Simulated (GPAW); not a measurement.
# Optical response of TiPt3

Aim: the dielectric function of TiPt3, and the optical constants that follow from it. The cell comes from an older database entry, whose edges can differ from later determinations, mostly by under a per cent.

Main program and level: GPAW 26.7.0; DFT, revPBE, plane-wave PAW (GPAW data sets), scalar-relativistic, RPA, optical limit.

The database entry behind the starting cell is an old determination (1943), so it need not match the best structure at ambient conditions.

## 1. The structure

The structure is cubic, space group Pm-3m (No. 221). Conventional cell: a = 3.897 Å, b = 3.897 Å, c = 3.897 Å, α = 90.00°, β = 90.00°, γ = 90.00°. Nearest to Pt lie 8 Pt at 2.76 Å and 4 Ti at 2.76 Å. Ti has 12 Pt at 2.76 Å nearest. Farther neighbours are not listed.

## 2. Ground state

First the ground state: is it a metal or has it a gap?

This step: DFT, revPBE, plane-wave PAW (GPAW data sets), scalar-relativistic, ground state (GPAW 26.7.0).

Contents of gs.py:

```python
from ase import Atoms
from ase.dft.bandgap import bandgap
from gpaw import GPAW, PW, FermiDirac

atoms = Atoms(['Pt', 'Pt', 'Pt', 'Ti'],
              cell=[[3.89700000, 0.00000000, 0.00000000],
                    [0.00000000, 3.89700000, 0.00000000],
                    [0.00000000, 0.00000000, 3.89700000]],
              scaled_positions=[[0.50000000, 0.50000000, 0.00000000],
                                [0.50000000, 0.00000000, 0.50000000],
                                [0.00000000, 0.50000000, 0.50000000],
                                [0.00000000, 0.00000000, 0.00000000]],
              pbc=[True, True, True])
atoms.calc = GPAW(mode=PW(450), xc='revPBE', kpts={'size': (6, 6, 6), 'gamma': True},
                  occupations=FermiDirac(0.05), maxiter=150, txt='gs.txt')
print('energy (eV)', atoms.get_potential_energy())
print('Fermi level (eV)', atoms.calc.get_fermi_level())
print('valence electrons', atoms.calc.get_number_of_electrons())
print('gap (eV)', bandgap(atoms.calc, output=None)[0])
print('direct gap (eV)', bandgap(atoms.calc, direct=True, output=None)[0])
atoms.calc.write('gs.gpw')
```

Run with:

```console
> OMP_NUM_THREADS=1 python gs.py
```

Numbers of over 12 decimals in the logs are rounded to 6 here.

The log of the run:

```text
__  _  _
 | _ |_)|_||  |
 |__||  | ||/\| - 26.7.0

Versions:
  Python: 3.12.14
  ASE:    3.29.0
  Numpy:  2.5.5
  Scipy:  1.18.1
  Libxc:  7.0.0

Input parameters:
  mode=PW(ecut=450.000000),
  kpts=MonkhorstPack(size=(6, 6, 6), gamma=True),
  maxiter=150,
  occupations=Occupations(name='fermi-dirac', width=0.05, fixmagmom=False),
  xc=XC(name='revPBE')

Diagonalizing LCAO Hamiltonian
Converting LCAO to pw mode
   .---------.
  /|         |
 * |         |
 |Pt         |
 | |         |
 | .--Pt-----.
 |/    Pt   /
 Ti--------*

Atoms  # Å, Bohr magnetons
|   | symbol |        x |        y |        z |    initial magnetic moments |
| 0 |     Pt | 1.948500 | 1.948500 | 0.000000 | ( 0.0000,  0.0000,  0.0000) |
| 1 |     Pt | 1.948500 | 0.000000 | 1.948500 | ( 0.0000,  0.0000,  0.0000) |
| 2 |     Pt | 0.000000 | 1.948500 | 1.948500 | ( 0.0000,  0.0000,  0.0000) |
| 3 |     Ti | 0.000000 | 0.000000 | 0.000000 | ( 0.0000,  0.0000,  0.0000) |

Unit cell  # Å
| periodic |        x |        y |        z |  lengths |    angles |
|      yes | 3.897000 | 0.000000 | 0.000000 | 3.897000 | 90.000000 |
|      yes | 0.000000 | 3.897000 | 0.000000 | 3.897000 | 90.000000 |
|      yes | 0.000000 | 0.000000 | 3.897000 | 3.897000 | 90.000000 |

Number of symmetries: 48
Symmetry operations  # r_c * U_cc + t_c -> r_c
|    | kind |            matrix            |
|  0 |  E   |  1, 0, 0,  0, 1, 0,  0, 0, 1 |
|  1 |  σ   |  1, 0, 0,  0, 1, 0,  0, 0,-1 |
|  2 |  σ   |  1, 0, 0,  0, 0, 1,  0, 1, 0 |
|  3 |  C4  |  1, 0, 0,  0, 0, 1,  0,-1, 0 |
|  4 |  C4  |  1, 0, 0,  0, 0,-1,  0, 1, 0 |
|  5 |  σ   |  1, 0, 0,  0, 0,-1,  0,-1, 0 |
|  6 |  σ   |  1, 0, 0,  0,-1, 0,  0, 0, 1 |
|  7 |  C2  |  1, 0, 0,  0,-1, 0,  0, 0,-1 |
|  8 |  σ   |  0, 1, 0,  1, 0, 0,  0, 0, 1 |
|  9 |  C2  |  0, 1, 0,  1, 0, 0,  0, 0,-1 |
| 10 |  C3  |  0, 1, 0,  0, 0, 1,  1, 0, 0 |
| 11 |  S6  |  0, 1, 0,  0, 0, 1, -1, 0, 0 |
| 12 |  S6  |  0, 1, 0,  0, 0,-1,  1, 0, 0 |
| 13 |  C3  |  0, 1, 0,  0, 0,-1, -1, 0, 0 |
| 14 |  C4  |  0, 1, 0, -1, 0, 0,  0, 0, 1 |
| 15 |  S4  |  0, 1, 0, -1, 0, 0,  0, 0,-1 |
| 16 |  C3  |  0, 0, 1,  1, 0, 0,  0, 1, 0 |
| 17 |  S6  |  0, 0, 1,  1, 0, 0,  0,-1, 0 |
| 18 |  σ   |  0, 0, 1,  0, 1, 0,  1, 0, 0 |
| 19 |  C4  |  0, 0, 1,  0, 1, 0, -1, 0, 0 |
| 20 |  C2  |  0, 0, 1,  0,-1, 0,  1, 0, 0 |
| 21 |  S4  |  0, 0, 1,  0,-1, 0, -1, 0, 0 |
| 22 |  S6  |  0, 0, 1, -1, 0, 0,  0, 1, 0 |
| 23 |  C3  |  0, 0, 1, -1, 0, 0,  0,-1, 0 |
| 24 |  S6  |  0, 0,-1,  1, 0, 0,  0, 1, 0 |
| 25 |  C3  |  0, 0,-1,  1, 0, 0,  0,-1, 0 |
| 26 |  C4  |  0, 0,-1,  0, 1, 0,  1, 0, 0 |
| 27 |  σ   |  0, 0,-1,  0, 1, 0, -1, 0, 0 |
| 28 |  S4  |  0, 0,-1,  0,-1, 0,  1, 0, 0 |
| 29 |  C2  |  0, 0,-1,  0,-1, 0, -1, 0, 0 |
| 30 |  C3  |  0, 0,-1, -1, 0, 0,  0, 1, 0 |
| 31 |  S6  |  0, 0,-1, -1, 0, 0,  0,-1, 0 |
| 32 |  C4  |  0,-1, 0,  1, 0, 0,  0, 0, 1 |
| 33 |  S4  |  0,-1, 0,  1, 0, 0,  0, 0,-1 |
| 34 |  S6  |  0,-1, 0,  0, 0, 1,  1, 0, 0 |
| 35 |  C3  |  0,-1, 0,  0, 0, 1, -1, 0, 0 |
| 36 |  C3  |  0,-1, 0,  0, 0,-1,  1, 0, 0 |
| 37 |  S6  |  0,-1, 0,  0, 0,-1, -1, 0, 0 |
| 38 |  σ   |  0,-1, 0, -1, 0, 0,  0, 0, 1 |
| 39 |  C2  |  0,-1, 0, -1, 0, 0,  0, 0,-1 |
| 40 |  σ   | -1, 0, 0,  0, 1, 0,  0, 0, 1 |
| 41 |  C2  | -1, 0, 0,  0, 1, 0,  0, 0,-1 |
| 42 |  C2  | -1, 0, 0,  0, 0, 1,  0, 1, 0 |
| 43 |  S4  | -1, 0, 0,  0, 0, 1,  0,-1, 0 |
| 44 |  S4  | -1, 0, 0,  0, 0,-1,  0, 1, 0 |
| 45 |  C2  | -1, 0, 0,  0, 0,-1,  0,-1, 0 |
| 46 |  C2  | -1, 0, 0,  0,-1, 0,  0, 0, 1 |
| 47 |  i   | -1, 0, 0,  0,-1, 0,  0, 0,-1 |

BZ-sampling:
  Number of BZ points: 216
  Number of IBZ points: 20

  Monkhorst-Pack size: [6, 6, 6]
  Monkhorst-Pack shift: [0.083333, 0.083333, 0.083333]

K-points  # in reciprocal-cell coordinates
|     |                                coordinates |     weight |
|   0 | (  0.00000000,   0.00000000,   0.00000000) | 0.00462963 |
|   1 | (  0.16666667,   0.00000000,   0.00000000) | 0.02777778 |
|   2 | (  0.16666667,   0.16666667,   0.00000000) | 0.05555556 |
|   3 | (  0.16666667,   0.16666667,   0.16666667) | 0.03703704 |
|   4 | (  0.33333333,   0.00000000,   0.00000000) | 0.02777778 |
|   5 | (  0.33333333,   0.16666667,   0.00000000) | 0.11111111 |
|   6 | (  0.33333333,   0.16666667,   0.16666667) | 0.11111111 |
|   7 | (  0.33333333,   0.33333333,   0.00000000) | 0.05555556 |
|   8 | (  0.33333333,   0.33333333,   0.16666667) | 0.11111111 |
|   9 | (  0.33333333,   0.33333333,   0.33333333) | 0.03703704 |
| ... |                                            |            |
|  19 | (  0.50000000,   0.50000000,   0.50000000) | 0.00462963 |

Plane wave coefficients: 1328
Cutoff: 450.000000 eV

Spin-components: 1 (collinear spins)
Bands:           40
Projectors:      24
Spin-degeneracy: 2
Datatype:        complex128

Parallelization:
  kpt:    1
  domain: 1
  band:   1

Density:
  Valence electrons: 60.0
  Components: 1
  Grid points: [20 20 20]
  Charge: 0.0  # |e|

Potential:
  Grid points: [20 20 20]

species:
  Pt:
    name:    Platinum
    id:
    Z:       78.0
    valence: 16
    core:    62
    charge:  0.0  # [|e|]
    compensation charges:
      type: gauss
      rc: 0.41  # [Å]
      lmax: 2
    cutoffs:
      filter: 2.26  # [Å]
      core: 2.26  # [Å]
    projectors
    | kind |    occ | energy [eV] | rcut [Å] |
    |   6s |  1.000 |      -5.525 |    1.307 |
    |   5p |  6.000 |     -55.970 |    1.371 |
    |   6p |  0.000 |      -0.816 |    1.371 |
    |   5d |  9.000 |      -6.085 |    1.307 |
    |    s |        |      21.686 |    1.307 |
    |    d |        |      21.126 |    1.307 |

    Using partial waves for Pt as LCAO basis

  Ti:
    name:    Titanium
    id:
    Z:       22.0
    valence: 12
    core:    10
    charge:  0.0  # [|e|]
    compensation charges:
      type: gauss
      rc: 0.38  # [Å]
      lmax: 2
    cutoffs:
      filter: 2.23  # [Å]
      core: 1.02  # [Å]
    projectors
    | kind |    occ | energy [eV] | rcut [Å] |
    |   3s |  2.000 |     -62.686 |    1.270 |
    |   4s |  2.000 |      -4.427 |    1.270 |
    |   3p |  6.000 |     -38.877 |    1.058 |
    |   4p |  0.000 |      -1.455 |    1.058 |
    |   3d |  2.000 |      -4.209 |    1.058 |
    |    d |        |      23.002 |    1.058 |

    Using partial waves for Ti as LCAO basis

Reference energy: -1524384.410163  # eV

eigensolver:
  PPCG
  Converge bands: occupied
  niter=2

density mixing:
  MSR1-Mixer
  Pratt-step length: 0.05
  Maximum mixing coefficient: 0.75
  Old densities: 10
  SVD Regularization: 0.005
  Good broyden scale: 1.0
  Trust region scale: 1.0
  Backstep threshold: 4.0
  History deletion threshold: 6.0
  Fourier metric: weight=20.0, sigma=0.015

occupation numbers:
  Fermi-Dirac:
    width: 0.0500  # eV

poisson solver:
  ecut: 3600.000000  # eV

xc functional:
  name: revPBE with 2 nearest neighbor stencil

convergence criteria:
- Maximum [total energy] change in last 3 cyles: 0.0005 eV / valence electron
- Maximum integral of absolute [dens]ity change: 0.0001 electrons / valence electron
- Maximum integral of absolute [eigenst]ate change: 4e-08 eV^2 / valence electron
maximum number of iterations: 150

SCF iterations
|iter     |      energy | eigst |  dens |
|iter:   1||  -29.952480 | +0.26 |       |
|iter:   2||  -28.851192 | -1.72 | -1.01 |
|iter:   3||  -27.980289 | -2.00 | -1.18 |
|iter:   4||  -27.267462 | -1.66 | -1.34 |
|iter:   5||  -27.221510 | -2.50 | -1.82 |
|iter:   6||  -27.220337 | -3.02 | -2.26 |
|iter:   7||  -27.224723c| -2.95 | -2.56 |
|iter:   8||  -27.224900c| -4.86 | -3.31 |
|iter:   9||  -27.224908c| -4.80 | -3.50 |
|iter:  10||  -27.224877c| -6.17 | -4.13c|
|iter:  11||  -27.224860c| -7.22 | -4.54c|
|iter:  12||  -27.224860c| -7.64c| -5.34c|

Converged in 12 steps
SCF loop duration: 17.248 s (1.437 s/step)
Energy contributions relative to reference atoms: (reference = -1524384.410163)

Energy contributions:
  Kinetic:          -0.863467
  Coulomb:          -5.738150
  Zero:             -1.431240
  External:          0.000000
  Xc:              -19.184962
  Entropy:          -0.014081
  Spinorbit:         0.000000
  ----------------------------
  Free energy:     -27.231900
  Extrapolated:    -27.224860

dipole moment: (-25.819447, -25.819447, -25.819447)  # |e|*Ang

Fermi level: 12.676
Eigenvalues  # (at kpt = [0.000, 0.000, 0.000])
| band index |      eig [eV] | occ [0-2] |
|          0 |       -45.637 |     2.000 |
|        ... |               |           |
|         21 |         9.028 |     2.000 |
|         22 |         9.028 |     2.000 |
|         23 |        10.945 |     2.000 |
|         24 |        10.945 |     2.000 |
|         25 |        12.080 |     2.000 |
|         26 |        12.665 |     1.113 |
|         27 |        12.665 |     1.113 |
|         28 |        12.665 |     1.113 |
|         29 |        14.040 |     0.000 |
|         30 |        14.040 |     0.000 |
|         31 |        14.294 |     0.000 |
|         32 |        14.294 |     0.000 |
|         33 |        14.294 |     0.000 |
|         34 |        14.668 |     0.000 |
|         35 |        14.668 |     0.000 |
|         36 |        14.668 |     0.000 |
|        ... |               |           |
|         39 |        24.656 |     0.000 |

No gap
No difference between direct/indirect transitions

--- standard output ---
energy (eV) -27.224860
Fermi level (eV) 12.676204
valence electrons 60.0
gap (eV) 0.0
direct gap (eV) 0.0
```

The job ended after 20 s (1 thread of Arm Neoverse V2, shared host; peak memory 0.17 GiB).

This step gave:

* energy: -27.22 eV
* Fermi energy: 12.68 eV
* electrons: 60

There are states at the Fermi level within the smearing, so the occupations stay smeared and the carriers get a Drude term.

## 3. Bands for the response

The response needs many more empty bands than the density does.

This step: DFT, revPBE, plane-wave PAW (GPAW data sets), scalar-relativistic, bands at fixed density (GPAW 26.7.0).

Contents of nscf.py:

```python
from ase.dft.bandgap import bandgap
from gpaw import GPAW, FermiDirac

calc = GPAW('gs.gpw').fixed_density(kpts={'size': (8, 8, 8), 'gamma': True}, nbands=60, convergence={'bands': 54},
                                    occupations=FermiDirac(0.05), txt='nscf.txt')
print('gap (eV)', bandgap(calc, output=None)[0])
print('direct gap (eV)', bandgap(calc, direct=True, output=None)[0])
calc.write('full.gpw', mode='all')
```

Run with:

```console
> OMP_NUM_THREADS=1 python nscf.py
```

The log of the run:

```text
Diagonalizing LCAO Hamiltonian
Converting LCAO to pw mode
convergence criteria:
- Maximum integral of absolute [eigenst]ate change: 4e-08 eV^2 / valence electron
maximum number of iterations: 150

SCF iterations
|iter     |      energy | eigst |  dens |
|iter:   1||             | +2.31 |       |
|iter:   2||             | +1.05 |       |
|iter:   3||             | -0.63 |       |
|iter:   4||             | -1.77 |       |
|iter:   5||             | -2.70 |       |
|iter:   6||             | -3.40 |       |
|iter:   7||             | -4.24 |       |
|iter:   8||             | -5.02 |       |
|iter:   9||             | -6.07 |       |
|iter:  10||             | -7.00 |       |
|iter:  11||             | -7.71c|       |
SCF steps: 11
  __  _  _
 | _ |_)|_||  |
 |__||  | ||/\| - 26.7.0

Versions:
  Python: 3.12.14
  ASE:    3.29.0
  Numpy:  2.5.5
  Scipy:  1.18.1
  Libxc:  7.0.0

Input parameters:
  mode=PW(ecut=450.000000),
  convergence={'bands': 54},
  gpts=array([20, 20, 20]),
  kpts=MonkhorstPack(size=(8, 8, 8), gamma=True),
  maxiter=150,
  nbands=60,
  occupations=Occupations(name='fermi-dirac', width=0.05, fixmagmom=False),
  parallel={},
  xc=XC(name='revPBE')

--- standard output ---
gap (eV) 0.0
direct gap (eV) 0.0
```

Run time: 40 s. Hardware: 1 thread; peak memory 0.21 GiB.

(Continued in part 2 of 2.)

[Machine, clock and banner lines and Python warnings are left out of the logs.]

[Logs are printed without paths, hosts, clocks, repeated set-up lines and the standing remarks that a program may print on its own settings, such as how far it seeks lower states.]

[Hosts, paths, dates, database ids (printed as entryN), source tags and the programs' standing remarks are cut or masked in the printed files.]
